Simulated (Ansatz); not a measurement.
**What NbRu (Pm-3m) distorts into**

Wanted: the energy along a soft mode of NbRu (Pm-3m) and the structure at the end.

Method: DFT PBEsol, scalar-relativistic, plane waves, PAW; PAW set soft_1, in Ansatz 0.2.0.

Report form: the programs' logs are mostly left out.

**1. The structure**

It takes space group Pm-3m (No. 221, cubic). Conventional cell: a = 3.139 Å, b = 3.139 Å, c = 3.139 Å, α = 90.00°, β = 90.00°, γ = 90.00°. Nearest to Nb lie 8 Ru at 2.72 Å. Ru has 8 Nb at 2.72 Å nearest. Farther neighbours are not listed.

**2. The dispersion**

The cell comes from relaxations at this level that are not shown. Stability and thermal properties need the whole zone. Linear response on a 4×4×4 q mesh gives force constants as far as a supercell of that size would.

input.yaml

```yaml
crystal:
  lattice:
    - [3.1391803495, 0.0, 0.0]
    - [0.0, 3.1391803495, 0.0]
    - [0.0, 0.0, 3.1391803495]
  atoms:
    - { symbol: Nb, position: [0.0, 0.0, 0.0] }
    - { symbol: Ru, position: [0.5, 0.5, 0.5] }
kpoints:
  mp_grid: { grid: [16, 16, 16] }
hamiltonian:
  xc: pbesol
  pseudopotentials: { kind: paw, azcp: { folder: soft_1 }, xc_functional: pbe }
scf:
  occupations: { method: methfessel_paxton, width: 0.2 }
output:
  eigenvalues: true
phonons:
  method: dfpt
  qmesh: [4, 4, 4]
  temperatures: { t_max: 1000, t_step: 50 }
  qpath:
    path:
      - [[0.0, 0.0, 0.0], [0.0, 0.5, 0.0], [0.5, 0.5, 0.0], [0.0, 0.0, 0.0], [0.5, 0.5, 0.5], [0.0, 0.5, 0.0]]
      - [[0.5, 0.5, 0.5], [0.5, 0.5, 0.0]]
    npoints: 10
```

The run is started by

```bash
ansatz run input.yaml --threads 4 --pin off --max-ram 10240MiB --backend cpu --events-out ev --progress --plain --runs-dir out
```

Elapsed: 6.1 min, on 4 threads of AMD EPYC 9R14 (Zen 4), shared host; peak memory 3.3 GiB.

This step gave:

| Item | Value |
| --- | --- |
| volume per atom | 15.47 Å³ |
| gap on the k-mesh | 0 eV |
| sum-rule residual before enforcement | 9.68e-5 eV/Å² |
| lowest frequency on the path | -164.5 cm⁻¹ |
| point group | m-3m |
| highest frequency on the path or at a solved wavevector | 217.4 cm⁻¹ |
| highest optical mode at the zone centre (no LO-TO term) | 128.8 cm⁻¹ |
| lowest optical zone-centre mode | 128.8 cm⁻¹ |
| lowest mode on the q mesh (acoustic modes at Γ apart) | -164.5 cm⁻¹ |

Frequencies (cm⁻¹) solved at each irreducible wavevector; negative means imaginary. Frequencies by wavevector, by row:

```
q in reciprocal lattice units  star  mode 1  mode 2  mode 3  mode 4  mode 5  mode 6
                        0 0 0     1       0       0       0   128.8   128.8   128.8
                     0 0 0.25     6      56      56    73.2   136.4   136.4   144.9
                     0 0 -0.5     3   -56.5   -56.5    95.1   132.2   132.2   160.6
                  0 0.25 0.25    12  -120.5   -77.4    57.8   117.6   168.1   187.1
                  0 0.25 -0.5    12  -136.9  -109.2   -36.1   132.4   200.2   211.5
                  0 -0.5 -0.5     3  -128.2  -128.2   -59.6   125.2   216.1   216.1
               0.25 0.25 0.25     8  -164.5     -76     -76   174.1   174.1   177.8
               0.25 0.25 -0.5    12  -120.5   -88.6    14.8   159.6     181   196.8
               0.25 -0.5 -0.5     6   -59.5   -59.5    20.3   148.8   194.4   194.4
               -0.5 -0.5 -0.5     1   103.5   103.5   103.5   152.8   152.8   152.8
```

Interpolated from a 4×4×4 q mesh. Phonon branches along the path, in cm⁻¹:

```
    point  branch 1  branch 2  branch 3  branch 4  branch 5  branch 6
        Γ         0         0         0       129       129       129
  halfway        56        56        73       136       136       145
        X       -56       -56        95       132       132       161
  halfway      -137      -109       -36       132       200       212
        M      -128      -128       -60       125       216       216
  halfway      -121       -77        58       118       168       187
        Γ         0         0         0       129       129       129
  halfway      -164       -76       -76       174       174       178
        R       104       104       104       153       153       153
  halfway      -121       -89        15       160       181       197
        X       -56       -56        95       132       132       161
jump to R       104       104       104       153       153       153
  halfway       -60       -60        20       149       194       194
        M      -128      -128       -60       125       216       216
```

Symmetry leaves 10 wavevectors to solve. The lowest mode among them, the acoustic zeros apart, lies at q = (0.25, 0.25, 0.25) and is imaginary, 164.5i cm⁻¹, so the energy falls along it.

**3. The mode frozen in, largest atomic shift 0 Å**

The mode followed lies at q = (0.25, 0.25, 0.25) with frequency 164.5i cm⁻¹, the softest among the wavevectors solved. At small amplitude the distorted cell has space group no. 166 by a symmetry search on the positions. The undistorted cell that holds it gives the zero of energy on the same k mesh.

System of this step: NbRu. It takes space group Pm-3m (No. 221, cubic). The conventional cell has a = 3.139 Å, b = 3.139 Å, c = 3.139 Å, α = 90.00°, β = 90.00°, γ = 90.00°. Nearest to Nb lie 8 Ru at 2.72 Å. Ru has 8 Nb at 2.72 Å nearest. Farther neighbours are not listed.

input.yaml

```yaml
crystal:
  lattice:
    - [-3.1391803495, 0.0, 3.1391803495]
    - [-3.1391803495, 3.1391803495, 0.0]
    - [-6.278360699, -3.1391803495, -3.1391803495]
  atoms:
    - { symbol: Nb, position: [0.5, 0.5, 0.5] }
    - { symbol: Nb, position: [0.25, 0.25, 0.25] }
    - { symbol: Nb, position: [0.0, 0.0, 1.0] }
    - { symbol: Nb, position: [0.75, 0.75, 0.75] }
    - { symbol: Ru, position: [0.875, 0.875, 0.375] }
    - { symbol: Ru, position: [0.625, 0.625, 0.125] }
    - { symbol: Ru, position: [0.375, 0.375, 0.875] }
    - { symbol: Ru, position: [0.125, 0.125, 0.625] }
kpoints:
  mp_grid: { grid: [10, 10, 10] }
hamiltonian:
  xc: pbesol
  pseudopotentials: { kind: paw, azcp: { folder: soft_1 }, xc_functional: pbe }
scf:
  occupations: { method: methfessel_paxton, width: 0.2 }
output:
  forces: true
  stress: true
  eigenvalues: true
```

Wall time 8.7 s (4 threads); peak memory 1 GiB; 33 s of CPU time.

Numbers from this step:

```
pressure                         : -0.03069 GPa
energy from the undistorted cell : 0 meV/atom
```

The run ends at a pressure of -0.03 GPa.

**4. The mode frozen in, largest atomic shift 0.22 Å**

The atoms are moved along the unstable eigenvector, the largest shift by 0.22 Å, with the cell fixed.

input.yaml, the sections that differ from step 3:

```yaml
crystal:
  lattice:
    - [-3.1391803495, 0.0, 3.1391803495]
    - [-3.1391803495, 3.1391803495, 0.0]
    - [-6.278360699, -3.1391803495, -3.1391803495]
  atoms:
    - { symbol: Nb, position: [0.4956193501, 0.4956193501, 0.5131419496] }
    - { symbol: Nb, position: [0.2456193501, 0.2456193501, 0.2631419496] }
    - { symbol: Nb, position: [0.0043806499, 0.0043806499, 0.9868580504] }
    - { symbol: Nb, position: [0.7543806499, 0.7543806499, 0.7368580504] }
    - { symbol: Ru, position: [0.8851154637, 0.8851154637, 0.344653609] }
    - { symbol: Ru, position: [0.625, 0.625, 0.125] }
    - { symbol: Ru, position: [0.3648845363, 0.3648845363, 0.905346391] }
    - { symbol: Ru, position: [0.125, 0.125, 0.625] }
# kpoints, hamiltonian, scf, output: as in step 3
```

Wall time 11 s (4 threads); peak memory 1 GiB.

This step gave:

* pressure: 0.7334 GPa
* energy from the undistorted cell: -20.34 meV/atom

The energy, extrapolated to zero smearing, is -20.34 meV/atom against the undistorted cell.

The run ends at a pressure of 0.73 GPa, with forces up to 0.32 eV/Å.

**5. Energy along the mode, all amplitudes (two of the runs are shown above)**

An imaginary frequency means negative curvature, so the energy should fall and then rise again as anharmonic terms take over.

Numbers from this step:

| Item | Value |
| --- | --- |
| depth at the lowest point sampled | 20.34 meV/atom |
| largest atomic shift at that point | 0.22 Å |

The energy from the parent by largest atomic shift:

```
largest atomic shift (Å)  energy from the parent (meV/atom)
                   0.000                                  0
                   0.040                              -2.35
                   0.080                              -8.02
                   0.140                              -17.5
                   0.220                              -20.3
                   0.320                               8.74
```

Displacement at unit largest shift by atom:

```
atom   x (Å)   y (Å)   z (Å)   size
 Nb1  -0.250  -0.250  -0.250  0.433
 Nb2  -0.250  -0.250  -0.250  0.433
 Nb3   0.250   0.250   0.250  0.433
 Nb4   0.250   0.250   0.250  0.433
 Ru5   0.577   0.577   0.577  0.999
 Ru6   0.000   0.000   0.000  0.000
 Ru7  -0.577  -0.577  -0.577  0.999
 Ru8   0.000   0.000   0.000  0.000
```

The lowest of the steps tried is at 0.22 Å, 20.3 meV/atom below the parent; the bottom of the well need not coincide with a step.

**6. Relaxation from the frozen mode**

Starting from the lowest point found, all atoms and the cell are let go, so that strain and other modes of the same symmetry can join in.

input.yaml: that of step 4 with these lines changed.

```diff
@@ -25 +25,6 @@
   eigenvalues: true
+relax:
+  adjacent_minimum: "off"
+  f_tol: 0.002
+  max_steps: 120
+  cell: { stress_tol: 0.03 }
```

Elapsed: 54 s, on 4 threads; peak memory 1.1 GiB; 3.4 min of CPU time.

The steps of the relaxation:

```
step  energy less that of the first step (eV)  largest force component (eV/Å)  pressure (GPa)  volume (Å³)
   1                                   0.0000                          0.1861            0.73       123.74
   2                                  -0.0206                          0.0779           -0.43       124.22
   3                                  -0.0250                          0.0148           -0.06       124.06
   4                                  -0.0252                          0.0034            0.02       124.04
   5                                  -0.0252                          0.0004            0.00       124.05
  6*                                  -0.0254                          0.0004            0.00       124.05
```

Relaxation steps marked * repeat the geometry before them on a plane-wave basis chosen anew for their cell, so energy and pressure can jump there.

Forces are held to the 12 operations that the run works with; a distortion that breaks them can't arise in this run.

```
conventional cell, symmetrised  before   after  change
                         a (Å)   4.439   4.418  -0.5 %
                         b (Å)   4.439   4.418  -0.5 %
                         c (Å)  21.749  22.018  +1.2 %
              volume (Å³/atom)   15.47   15.51  +0.3 %
```

The atoms that moved most (Å, as changes of fractional coordinates times the final cell):

```
atom      dx      dy      dz  length
 Ru5  -0.013  -0.013  -0.013   0.022
 Ru7   0.013   0.013   0.013   0.022
 Nb4  -0.009  -0.009  -0.009   0.016
 Nb1   0.009   0.009   0.009   0.016
```

This step gave:

| Item | Value |
| --- | --- |
| pressure | -0.003037 GPa |
| volume per atom | 15.51 Å³ |

The distorted start has space group R-3m; the relaxation ends in R-3m.

**7. The new phase in its own primitive cell**

The relaxed structure is symmetrised, reduced to its primitive cell and relaxed tightly, as its phonons need.

input.yaml, the sections that differ from step 6:

```yaml
crystal:
  lattice:
    - [2.2088925895, 1.2753047312, 7.339359111]
    - [-2.2088925895, 1.2753047312, 7.339359111]
    - [0.0, -2.5506094623, 7.339359111]
  atoms:
    - { symbol: Nb, position: [0.8713647073, 0.8713647073, 0.8713647073] }
    - { symbol: Nb, position: [0.6207417871, 0.6207417871, 0.6207417871] }
    - { symbol: Nb, position: [0.3792582129, 0.3792582129, 0.3792582129] }
    - { symbol: Nb, position: [0.1286352927, 0.1286352927, 0.1286352927] }
    - { symbol: Ru, position: [0.2591001055, 0.2591001055, 0.2591001055] }
    - { symbol: Ru, position: [0.0, 0.0, 0.0] }
    - { symbol: Ru, position: [0.7408998945, 0.7408998945, 0.7408998945] }
    - { symbol: Ru, position: [0.5, 0.5, 0.5] }
kpoints:
  mp_grid: { grid: [9, 9, 9] }
relax:
  adjacent_minimum: "off"
  f_tol: 0.001
  max_steps: 60
  cell: { stress_tol: 0.01 }
# hamiltonian, scf, output: as in step 6
```

The job ended after 32 s (4 threads; peak memory 0.95 GiB; 2.1 min of CPU time).

Little changed from the start: no atom moved by 0.005 Å and no cell edge by 0.1 %.

Numbers from this step:

```
pressure : 6.81e-4 GPa
```

The largest force component left is 0.075 meV/Å and the pressure is 0.001 GPa, within the tolerances set. The cell now holds 15.51 Å³/atom.

**8. Modes of the new phase, k-mesh 9×9×9**

A relaxed structure may still be a saddle point, so its zone-centre modes are computed. No field response is asked, since the mesh shows no gap.

input.yaml, the sections that differ from step 7:

```yaml
crystal:
  lattice:
    - [2.2082917152, 1.2749578162, 7.3432471521]
    - [-2.2082917152, 1.2749578162, 7.3432471521]
    - [0.0, -2.5499156324, 7.3432471521]
  atoms:
    - { symbol: Nb, position: [0.8714165705, 0.8714165705, 0.8714165705] }
    - { symbol: Nb, position: [0.6207218077, 0.6207218077, 0.6207218077] }
    - { symbol: Nb, position: [0.3792781923, 0.3792781923, 0.3792781923] }
    - { symbol: Nb, position: [0.1285834295, 0.1285834295, 0.1285834295] }
    - { symbol: Ru, position: [0.2591269627, 0.2591269627, 0.2591269627] }
    - { symbol: Ru, position: [0.0, 0.0, 0.0] }
    - { symbol: Ru, position: [0.7408730373, 0.7408730373, 0.7408730373] }
    - { symbol: Ru, position: [0.5, 0.5, 0.5] }
output:
  eigenvalues: true
phonons:
  method: dfpt
# kpoints, hamiltonian, scf: as in step 7
# relax: removed
```

The job ended after 12 min (4 threads; peak memory 5.1 GiB).

This step gave:

* sum-rule residual before enforcement: 4.21e-5 eV/Å²
* point group: -3m
* highest optical mode at the zone centre (no LO-TO term): 207.1 cm⁻¹
* lowest optical zone-centre mode: -112.8 cm⁻¹

Patterns of degenerate modes are one choice out of their space. Modes at Γ, with each element's share of the kinetic energy (negative means imaginary):

```
mode  frequency (cm⁻¹)  symmetry  Nb %  Ru %
   1            -112.8       A2u    18    82
   2               0.0  acoustic    48    52
   3               0.0  acoustic    48    52
   4               0.0  acoustic    48    52
   5              56.0        Eu    35    65
   6              56.0        Eu    35    65
   7              75.3        Eg    40    60
   8              75.3        Eg    40    60
   9             139.4       A2u    47    53
  10             155.2        Eu     5    95
  11             155.2        Eu     5    95
  12             165.4       A1g    31    69
  13             171.3       A2u    48    52
  14             173.6        Eg    83    17
  15             173.6        Eg    83    17
  16             175.3        Eu    49    51
  17             175.3        Eu    49    51
  18             184.9       A1g    77    23
  19             188.5       A2u    39    61
  20             200.8        Eu    64    36
  21             200.8        Eu    64    36
  22             206.7        Eg    77    23
  23             206.7        Eg    77    23
  24             207.1       A1g    92     8
```

Displacements in mode 1 (-112.8 cm⁻¹), the largest set to 1:
```
Nb1  0.00  0.00 -0.23
Nb2  0.00  0.00  0.36
Nb3  0.00  0.00  0.36
Nb4  0.00  0.00 -0.23
Ru5  0.00  0.00 -0.43
Ru6  0.00  0.00 -0.38
Ru7  0.00  0.00 -0.43
Ru8  0.00  0.00  1.00
```

Displacements in mode 13 (171.3 cm⁻¹), the largest set to 1:
```
Nb1  0.00  0.00  0.56
Nb2  0.00  0.00 -0.87
Nb3  0.00  0.00 -0.87
Nb4  0.00  0.00  0.56
Ru5  0.00  0.00 -0.56
Ru6  0.00  0.00  1.00
Ru7  0.00  0.00 -0.56
Ru8  0.00  0.00  0.70
```

Before it was imposed, the acoustic sum rule was missed by 4.2e-5 eV/Å². Small misses are needed for a sound result but don't prove that mesh and cutoff are converged. The lowest optical mode is imaginary, 112.8i cm⁻¹, so the energy falls along it.

**9. Results**

```yaml
unstable_mode_of_the_parent: q = (0.25, 0.25, 0.25), 164i cm⁻¹
depth_at_the_lowest_point_sampled: 20.3 meV/atom
largest_atomic_shift_at_that_point: 0.22 Å
space_group_reached_within_0p01_a: R-3m
energy_gained_over_the_parent_first_relaxation_on_the_mesh_of_the_frozen_mode: 23.5 meV/atom
volume_per_atom_phase_reached: 15.5 Å³
lowest_optical_zone_centre_mode_phase_reached: -113 cm⁻¹
highest_optical_mode_at_the_zone_centre_no_lo_to_term_phase_reached: 207 cm⁻¹
```

**Reading.** Along this mode the structure falls into R-3m, 23.5 meV/atom below the parent. At the parent's cell the well is 20.34 meV/atom deep on the steps tried, with its lowest point at a shift of 0.22 Å. Relaxing atoms and cell changes the gain by +3.13 meV/atom against the lowest step (energies at zero smearing). The new phase still has an imaginary mode at the zone centre of its cell, so it is a saddle point on the way to a lower structure. Of the 2 patterns followed to their end from this parent, this one ends 18.4 meV/atom above the lowest, Cmmm. Each path keeps the symmetry of its pattern, so a lower phase may lie along a pattern not tried. With no gap, or one that is small against the smearing, the frequencies hang on the k mesh and the smearing, most of all near Kohn anomalies. The phonon runs are without spin polarisation, although the cell has an odd electron count. The PAW files were made for PBE and serve the other functionals too. A phonon run warned that its eigensolver left some bands unconverged in a pass.

[Logs are printed without paths, hosts, clocks, repeated set-up lines and the standing remarks that a program may print on its own settings, such as how far it seeks lower states.]

[Hosts, paths, dates, database ids (printed as entryN), source tags and the programs' standing remarks are cut or masked in the printed files.]
